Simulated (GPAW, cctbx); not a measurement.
# By hand: from a DFT structure factor to an extinction distance in Na6GeSb

Na6GeSb, P-6m2 (no. 187), a = 5.2944 Å, b = 5.2944 Å, c = 9.5604 Å, α = 90.00°, β = 90.00°, γ = 120.00°.

```csv
atom,mult.,x,y,z
Sb1,1,0,0,1/2
Ge1,1,2/3,1/3,0
Na1,2,2/3,1/3,0.3297
Na2,2,0,0,0.1694
Na3,1,1/3,2/3,1/2
Na4,1,1/3,2/3,0
```

The cell comes from substitution in a known structure type and wasn't matched to any measured phase.

A DFT run (GPAW, PBE, 450 eV, 5×5×3 k-points (along the axes of the calculation cell), Fermi–Dirac width 0.1 eV) gives the static X-ray structure factor of 002 as 75.730 e for the conventional cell; superposed free atoms give 75.023 e. **Problem.** Find the Fourier component V of the crystal potential and the two-beam extinction distance at 120 kV in both cases.

## 1. Geometry

The cell volume is Ω = 232.08 Å³ and d(002) = 4.7802 Å, so g = 1/d = 0.2092 Å⁻¹.

## 2. The nuclei

Electrons feel nuclei as well as electrons, so the nuclear charges are summed with the same phases.

Phase sums Σ exp(2πi h·x), turned so that the total is real and positive: Sb +1.000, Ge +1.000, Na -0.136. Then F_Z = 51 × (+1.000) + 32 × (+1.000) + 11 × (-0.136) = 81.50 e. The electron term has the same sign for this reflection.

## 3. Mott–Bethe

Poisson's equation, term by term, gives V = (e/4πε₀)(F_Z − F)/(πΩg²), with e/4πε₀ = 14.3996 V Å.

The prefactor is 14.3996 × 4.7802²/(π × 232.08) = 0.45129 V per electron. Free atoms: (81.50 − 75.023) × 0.45129 = 2.925 V. Crystal: (81.50 − 75.730) × 0.45129 = 2.606 V. F changes by +0.94 % and V by -10.9 %: the same 0.71 e is measured against F_Z − F = 6.5 e in place of F = 75.0 e.

## 4. Extinction distance

In the two-beam case ξ = 1/(λU) with U = 2γm₀eV/h², that is ξ = 150.41 V Å²/(γλV).

At 120 kV, λ = 0.03349 Å and γ = 1.2348. Free atoms: ξ = 1243 Å. Crystal: ξ = 1396 Å. The thickness fringes go as sin²(πt/ξ), so the two patterns slip by a quarter of a period when t|1/ξ₁ − 1/ξ₀| = 1/4, at t ≈ 285 nm. Thermal motion, absorption and many-beam coupling, left out here, change a real pattern.

## 5. Answer

V(002) is 2.61 V against 2.92 V, and ξ is 1396 against 1243 Å. Limits: static atoms, two beams.

[Outputs are excerpts: Python notices, other lines and further rows are left out; steps that failed or that the build refused (PBEsol, TPSS) are not shown.]

[Logs are printed without paths, hosts, clocks, repeated set-up lines and the standing remarks that a program may print on its own settings, such as how far it seeks lower states.]
